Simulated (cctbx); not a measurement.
# Interatomic vectors of Pr5Dy3

Space group P6_3/mcm (no. 193), a = 9.6700 Å, b = 9.6700 Å, c = 6.5130 Å, α = 90.00°, β = 90.00°, γ = 120.00°, content Dy6 Pr10.

The data are simulated with cctbx, not measured: Ga Kα, λ = 1.3414 Å, to d = 0.8 Å, 80 % of the full sphere, strongest reflection 5000 counts, noise from counting, a 1.5 % proportional error and a noise floor of 8 counts (s.d.); no absorption.

Patterson synthesis from sharpened amplitudes, origin scaled to 1000:

```text
Patterson group P 6/m m m
      u       v       w   height  length (A)
  0.000   0.000   0.000   1000.0     0.00
  0.000   0.000   0.500    236.0     3.26
  0.256   0.628   0.500    225.8     6.21
  0.000   0.243   0.500    154.5     4.02
  0.000   0.133   0.500    147.7     3.50
  0.000   0.391   0.500    132.4     4.99
  0.216   0.608   0.000    128.9     5.16
  0.000   0.361   0.000    121.1     3.49
  0.256   0.511   0.000    120.6     6.33
  0.139   0.391   0.000    115.4     3.32
  0.065   0.354   0.252    114.5     3.56
  0.000   0.500   0.500    110.5     5.83
  0.333   0.667   0.000     93.0     5.58
  0.080   0.420   0.250     92.4     4.07
```

Q: Assign the vectors.

A peak at u stands for all pairs with xi − xj = u, with weight Σ ZiZj against Σ Z² = 60946 at the origin. Peak heights follow these weights only roughly, since form factors, motion and series ripples differ, all vectors within 0.55 Å of a peak are counted as merged into it though the farther ones add only part of their weight, and F(000) is left out, which lowers the whole map:

| u | v | w | shortest length (Å) | height | 1000 ΣZiZj/ΣZ² | pairs in the cell |
| --- | --- | --- | --- | --- | --- | --- |
| 0.000 | 0.000 | 0.500 | 3.26 | 236 | 228 | 4 × Pr–Pr |
| 0.256 | 0.628 | 0.500 | 6.21 | 226 | 256 | 4 × Dy–Pr |
| 0.000 | 0.243 | 0.500 | 4.02 | 154 | 186 | 2 × Pr–Pr, 1 × Dy–Dy |
| 0.000 | 0.133 | 0.500 | 3.50 | 148 | 128 | 2 × Dy–Pr |
| 0.000 | 0.391 | 0.500 | 4.99 | 132 | 143 | 2 × Dy–Dy |
| 0.216 | 0.608 | 0.000 | 5.16 | 129 | 143 | 2 × Dy–Dy |
| 0.000 | 0.361 | 0.000 | 3.49 | 121 | 128 | 2 × Dy–Pr |
| 0.256 | 0.511 | 0.000 | 4.28 | 121 | 114 | 2 × Pr–Pr |
| 0.139 | 0.391 | 0.000 | 3.32 | 115 | 128 | 2 × Dy–Pr |
| 0.065 | 0.354 | 0.252 | 3.56 | 114 | 242 | 2 × Dy–Pr, 2 × Pr–Pr |

The table stops at ten peaks or at a height of 45, below which ripples compete. In the model behind the data Dy, the heaviest element, has 1 independent site: (0, 0.3895, 1/4), up to an allowed shift of origin; the Dy–Dy vectors are differences of these positions and their symmetry mates. Elements of similar Z can't be told apart from the map alone. The whole model:

```
atom  mult.    x       y    z  Ueq (Å²)
 Dy1      6    0  0.3895  1/4    0.0038
 Pr1      6    0  0.7467  1/4    0.0031
 Pr2      4  2/3     1/3  1/2    0.0028
```

The model was made for the exercise: a known structure type with other elements put in, its volume estimated, not relaxed; displacement parameters are assumed.

[Logs are printed without paths, hosts, clocks, repeated set-up lines and the standing remarks that a program may print on its own settings, such as how far it seeks lower states.]
